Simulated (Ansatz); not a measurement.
## How Rh(110) screens a field

Aim: image plane and induced charge of Rh(110).

Main program and level: Ansatz 0.2.0; plane-wave DFT, PBE, Ansatz PAW.

Report form: inputs, costs, results and the conclusion, without the logs.

## (1) The starting structure

The cell holds 9 atoms: 9 Rh. Its edges and angles: a = 3.800 Å, b = 2.687 Å, c = 28.748 Å, α = 90.0°, β = 90.0°, γ = 90.0°. Vacuum lies along c.

## (2) Single point, field 0

A sawtooth potential applies the field, turning back in the middle of the vacuum. With the dipole correction the typed value is the field outside the slab. The induced dipole is small, so the SCF threshold is tight.

Contents of input.yaml:

```yaml
crystal:
  lattice:
    - [3.8, 0.0, 0.0]
    - [0.0, 2.6870057685, 0.0]
    - [0.0, 0.0, 28.748023074]
  atoms:
    - { symbol: Rh, position: [0.0, 0.0, 0.3130650054] }
    - { symbol: Rh, position: [0.5, 0.5, 0.3597987541] }
    - { symbol: Rh, position: [0.0, 0.0, 0.4065325027] }
    - { symbol: Rh, position: [0.5, 0.5, 0.4532662514] }
    - { symbol: Rh, position: [0.0, 0.0, 0.5] }
    - { symbol: Rh, position: [0.5, 0.5, 0.5467337486] }
    - { symbol: Rh, position: [0.0, 0.0, 0.5934674973] }
    - { symbol: Rh, position: [0.5, 0.5, 0.6402012459] }
    - { symbol: Rh, position: [0.0, 0.0, 0.6869349946] }
kpoints:
  mp_grid: { grid: [14, 18, 1] }
hamiltonian:
  xc: pbe
scf:
  occupations: { method: fermi_dirac, width: 0.1 }
  convergence: { dr2_threshold: 1.0e-10 }
efield:
  axis: 3
  dipole_correction: true
  ramp_position: 0.97
  ramp_width: 0.06
  amplitude: 0
output:
  forces: true
  write_potential: true
  write_density: true
  volumetric_format: npy
```

Command:

```bash
$ ansatz run input.yaml --threads 4 --pin off --max-ram 6144MiB --backend cpu --events-out ev --progress --plain --runs-dir out
```

Run time: 75 s. Hardware: 4 threads of Arm Neoverse V2, shared host; peak memory 1.7 GiB.

This step gave:

```
energy at zero smearing   : -57622.7840 eV
work function, upper face : 4.624 eV
dipole along the normal   : 1.82e-7 e·Å
```

Running mean over 1.344 Å of the planar mean; the ramp of the sawtooth is left out. Table of electron's electrostatic potential energy less the Fermi level by z:

| z (Å) | electron's electrostatic potential energy less the Fermi level (eV) |
| --- | --- |
| 4 | 4.62 |
| 5 | 4.62 |
| 6 | 4.60 |
| 7 | 4.31 |
| 8 | -0.224 |
| 9 | -11.3 |
| 10 | -12.9 |
| 11 | -13.2 |
| 12 | -13.2 |
| 13 | -13.2 |
| 14 | -13.2 |
| 15 | -13.2 |
| 16 | -13.2 |
| 17 | -13.2 |
| 18 | -13.2 |
| 19 | -12.8 |
| 20 | -9.49 |
| 21 | 2.14 |
| 22 | 4.46 |
| 23 | 4.61 |
| 24 | 4.62 |
| 25 | 4.62 |

Force by atom:

| atom | x (eV/Å) | y (eV/Å) | z (eV/Å) | size |
| --- | --- | --- | --- | --- |
| Rh1 | 0.000 | 0.000 | 0.662 | 0.662 |
| Rh2 | 0.000 | 0.000 | -0.683 | 0.683 |
| Rh3 | 0.000 | 0.000 | -0.413 | 0.413 |
| Rh4 | 0.000 | 0.000 | 0.266 | 0.266 |
| Rh5 | 0.000 | 0.000 | 0.000 | 0.000 |
| Rh6 | 0.000 | 0.000 | -0.266 | 0.266 |
| Rh7 | 0.000 | 0.000 | 0.413 | 0.413 |
| Rh8 | 0.000 | 0.000 | 0.683 | 0.683 |
| Rh9 | 0.000 | 0.000 | -0.662 | 0.662 |

The work function of the upper face is 4.62 eV.

## (3) Atoms held, field 0.05 V/Å

input.yaml: that of step 2 with these lines changed.

```diff
@@ -27,3 +27,3 @@
   ramp_width: 0.06
-  amplitude: 0
+  amplitude: 0.05
 output:
```

Run time: 85 s. Hardware: 4 threads; peak memory 1.7 GiB.

The dipole is 0.0391 e·Å.

## (4) Atoms held, field -0.05 V/Å

input.yaml: that of step 3 with these lines changed.

```diff
@@ -27,3 +27,3 @@
   ramp_width: 0.06
-  amplitude: 0.05
+  amplitude: -0.05
 output:
```

Elapsed: 85 s, on 4 threads; peak memory 1.7 GiB.

The dipole is -0.0391 e·Å.

## (5) Single point, field 0.1 V/Å

input.yaml: that of step 4 with these lines changed.

```diff
@@ -27,3 +27,3 @@
   ramp_width: 0.06
-  amplitude: -0.05
+  amplitude: 0.1
 output:
```

It took 85 s on 4 threads; peak memory 1.7 GiB.

The dipole is 0.0782 e·Å.

## (6) Single point, field -0.1 V/Å

input.yaml: that of step 5 with these lines changed.

```diff
@@ -27,3 +27,3 @@
   ramp_width: 0.06
-  amplitude: 0.1
+  amplitude: -0.1
 output:
```

Wall time 85 s (4 threads); peak memory 1.7 GiB; 5.6 min of CPU time.

The dipole is -0.0782 e·Å.

## (7) Atoms held, field 0.2 V/Å

input.yaml: that of step 6 with these lines changed.

```diff
@@ -27,3 +27,3 @@
   ramp_width: 0.06
-  amplitude: -0.1
+  amplitude: 0.2
 output:
```

Run time: 86 s. Hardware: 4 threads; peak memory 1.7 GiB; 5.7 min of CPU time.

The dipole is 0.156 e·Å.

## (8) Single point, field -0.2 V/Å

input.yaml: that of step 7 with these lines changed.

```diff
@@ -27,3 +27,3 @@
   ramp_width: 0.06
-  amplitude: 0.2
+  amplitude: -0.2
 output:
```

It took 86 s on 4 threads; peak memory 1.7 GiB; 5.7 min of CPU time.

The dipole is -0.156 e·Å.

## (9) Single point, field 0.4 V/Å

input.yaml: that of step 8 with these lines changed.

```diff
@@ -27,3 +27,3 @@
   ramp_width: 0.06
-  amplitude: -0.2
+  amplitude: 0.4
 output:
@@ -33 +33,2 @@
   volumetric_format: npy
+  elf: true
```

Run time: 93 s. Hardware: 4 threads; peak memory 1.7 GiB.

Running mean over 1.344 Å of the planar mean, with the applied field; the ramp of the sawtooth is left out. The electron's electrostatic potential energy less the Fermi level by z:

z (Å), electron's electrostatic potential energy less the Fermi level (eV) and a bar from the least value:
```
        4        3.3 ##########################
        5        3.7 ##########################
        6        4.0 ###########################
        7        4.1 ###########################
        8       -0.2 ####################
        9      -11.3 ###
       10      -12.9 
       11      -13.2 
       12      -13.2 
       13      -13.2 
       14      -13.2 
       15      -13.2 
       16      -13.2 
       17      -13.2 
       18      -13.2 
       19      -12.8 #
       20       -9.5 ######
       21        2.2 ########################
       22        4.8 ############################
       23        5.3 #############################
       24        5.7 #############################
       25        6.1 ##############################
```

The dipole is 0.313 e·Å.

## (10) The response

This step: plane-wave DFT, PBE, Ansatz PAW; screening of a field by a metal slab (Ansatz 0.2.0).

The dipoles give the slope, and the difference of two potentials shows where the field is screened.

This step gave:

```
equivalent conductor thickness p/(ε₀AE)      : 13.85 Å
distance between the outer atoms             : 10.75 Å
inner field over outer field                 : 6.05e-5
image plane, upper face                      : 1.555 Å
induced electrons on the upper face over ε₀E : -0.9994
image plane, lower face                      : 1.555 Å
induced electrons on the lower face over ε₀E : 0.9994
```

The dipole of the cell by applied field:

| applied field (V/Å) | dipole of the cell (e·Å) |
| --- | --- |
| -0.200 | -0.156 |
| -0.100 | -0.0782 |
| -0.050 | -0.0391 |
| 0.000 | 0 |
| 0.050 | 0.0391 |
| 0.100 | 0.0782 |
| 0.200 | 0.156 |
| 0.400 | 0.313 |

Local field over the applied field, running mean. From the potentials at -0.05 and 0.05 V/Å; running mean over 1.344 Å. Table of local field over applied field by z:

z (Å), local field over applied field and a bar from the least value:
```
      4.5      0.997 ##############################
      5.0      0.993 ##############################
      5.5      0.982 ##############################
      6.0      0.955 #############################
      6.5      0.893 ###########################
      7.0      0.763 #######################
      7.5      0.534 ################
      8.0      0.253 ########
      8.5      0.051 ##
      9.0     -0.017 
      9.5     -0.009 
     10.0      0.000 #
     10.5      0.002 #
     11.0      0.003 #
     11.5      0.002 #
     12.0      0.002 #
     12.5     -0.001 
     13.0     -0.002 
     13.5     -0.001 
     14.0      0.000 
     14.5      0.000 #
     15.0     -0.001 
     15.5     -0.002 
     16.0     -0.002 
     16.5      0.000 #
     17.0      0.002 #
     17.5      0.002 #
     18.0      0.002 #
     18.5      0.002 #
     19.0     -0.004 
     19.5     -0.015 
     20.0      0.000 #
     20.5      0.138 #####
     21.0      0.392 ############
     21.5      0.662 ####################
     22.0      0.840 #########################
     22.5      0.930 ############################
     23.0      0.971 #############################
     23.5      0.988 ##############################
     24.0      0.996 ##############################
     24.5      0.998 ##############################
```

The induced electron density oscillates, so the rows of the table below give means over 0.5 Å (shorter at the two ends). Its distinct maxima (Å: e/Å³ per V/Å): 7.91: 0.00416, 19.40: 5.4e-4. Distinct minima: 9.34: -5.4e-4, 20.84: -0.00416.

Electrons, planar mean, per unit field. Induced electron density against z; means over each step:

| z (Å) | induced electron density (e/Å³ per V/Å) |
| --- | --- |
| 4.5 | 2.3e-5 |
| 5.0 | 6.2e-5 |
| 5.5 | 1.5e-4 |
| 6.0 | 3.8e-4 |
| 6.5 | 8.5e-4 |
| 7.0 | 0.00183 |
| 7.5 | 0.00326 |
| 8.0 | 0.00383 |
| 8.5 | 9.3e-4 |
| 9.0 | -4.3e-5 |
| 9.5 | -2.3e-4 |
| 10.0 | -3.7e-5 |
| 10.5 | 3.1e-5 |
| 11.0 | -2.0e-5 |
| 11.5 | -7.1e-6 |
| 12.0 | 1.3e-5 |
| 12.5 | 4.8e-5 |
| 13.0 | 7.2e-6 |
| 13.5 | -4.4e-5 |
| 14.0 | 4.7e-6 |
| 14.5 | -8.2e-7 |
| 15.0 | 1.1e-5 |
| 15.5 | 3.3e-5 |
| 16.0 | -2.9e-5 |
| 16.5 | -1.9e-5 |
| 17.0 | -7.6e-5 |
| 17.5 | 8.3e-5 |
| 18.0 | -4.0e-5 |
| 18.5 | 2.6e-5 |
| 19.0 | 4.9e-5 |
| 19.5 | 2.4e-4 |
| 20.0 | 2.6e-5 |
| 20.5 | -0.00277 |
| 21.0 | -0.00385 |
| 21.5 | -0.00251 |
| 22.0 | -0.00126 |
| 22.5 | -5.7e-4 |
| 23.0 | -2.4e-4 |
| 23.5 | -9.8e-5 |
| 24.0 | -3.8e-5 |
| 24.5 | -1.7e-5 |

By hand: between -0.05 and 0.05 V/Å the dipole changes by 0.07816 e·Å, a slope of 0.7816 e·Å²/V. A perfect conductor of thickness t has p = ε₀AEt, so t = 180.95 × 0.7816 / 10.211 = 13.85 Å (e/ε₀ = 180.95 V·Å, A in Å²). Less the 10.75 Å between the outer atoms, and halved, that puts each image plane 1.55 Å out.

The induced dipole is that of a conductor 13.85 Å thick.

## (11) The same run with other settings: efield.ramp_width = 0.15

This step: plane-wave DFT, PBE, Ansatz PAW (Ansatz 0.2.0).

A run with a changed input: it repeats the earlier run at 0.05 V/Å with efield.ramp_width from 0.06 to 0.15.

input.yaml: that of step 9 with these lines changed.

```diff
@@ -26,4 +26,4 @@
   ramp_position: 0.97
-  ramp_width: 0.06
-  amplitude: 0.4
+  ramp_width: 0.15
+  amplitude: 0.05
 output:
@@ -33,2 +33 @@
   volumetric_format: npy
-  elf: true
```

Run time: 87 s. Hardware: 4 threads; peak memory 1.7 GiB.

Numbers from this step:

```
energy at zero smearing : -57622.7849 eV
dipole along the normal : 0.03907 e·Å
```

Force by atom:

| atom | x (eV/Å) | y (eV/Å) | z (eV/Å) | size |
| --- | --- | --- | --- | --- |
| Rh1 | 0.000 | 0.000 | 0.661 | 0.661 |
| Rh2 | 0.000 | 0.000 | -0.683 | 0.683 |
| Rh3 | 0.000 | 0.000 | -0.410 | 0.410 |
| Rh4 | 0.000 | 0.000 | 0.266 | 0.266 |
| Rh5 | 0.000 | 0.000 | -0.001 | 0.001 |
| Rh6 | 0.000 | 0.000 | -0.266 | 0.266 |
| Rh7 | 0.000 | 0.000 | 0.415 | 0.415 |
| Rh8 | 0.000 | 0.000 | 0.682 | 0.682 |
| Rh9 | 0.000 | 0.000 | -0.663 | 0.663 |

| quantity | this run | earlier run | difference |
| --- | --- | --- | --- |
| dipole along the normal (e·Å) | 0.03907 | 0.03908 | -8.8e-6 |

The dipole moves by under 0.5 % or 5e-5 e·Å.

## (12) A changed input: efield.ramp_width = 0.15

Another changed input: it repeats the earlier run at 0.05 V/Å with efield.ramp_width from 0.06 to 0.15.

input.yaml is that of step 11.

The job ended after 87 s (4 threads; peak memory 1.7 GiB).

Force by atom:

(Unchanged from step 11.)

| quantity | this run | earlier run | difference |
| --- | --- | --- | --- |
| dipole along the normal (e·Å) | 0.03907 | 0.03908 | -8.8e-6 |

The dipole moves by under 0.5 % or 5e-5 e·Å.

## (13) Summary of results

- work function: 4.62 eV
- image plane, upper face: 1.55 Å
- induced electrons on the upper face over ε₀E: -0.999
- equivalent conductor thickness p/(ε₀AE): 13.9 Å
- inner field over outer field: 6.1e-5

In words: The induced charge has its centre 1.55 Å outside the outermost atoms; this is the plane from which a capacitor's gap or an image potential counts. The equivalent conductor thickness exceeds the distance between the outer atoms by 3.10 Å, about the sum of the two image-plane distances. In the middle of the slab the field is screened to under 0.5 % of its outer value. The atoms are held at bulk positions with the tabulated experimental lattice constant.

[Long decimals in the printed logs are rounded to 6 places.]

[Logs are printed without paths, hosts, clocks, repeated set-up lines and the standing remarks that a program may print on its own settings, such as how far it seeks lower states.]

[Hosts, paths, dates, database ids (printed as entryN), source tags and the programs' standing remarks are cut or masked in the printed files.]

[Maps of the electrostatic potential energy from Ansatz leave out the sawtooth potential of an applied field or a dipole correction, so their vacuum need not be flat; planar profiles and work functions include it.]
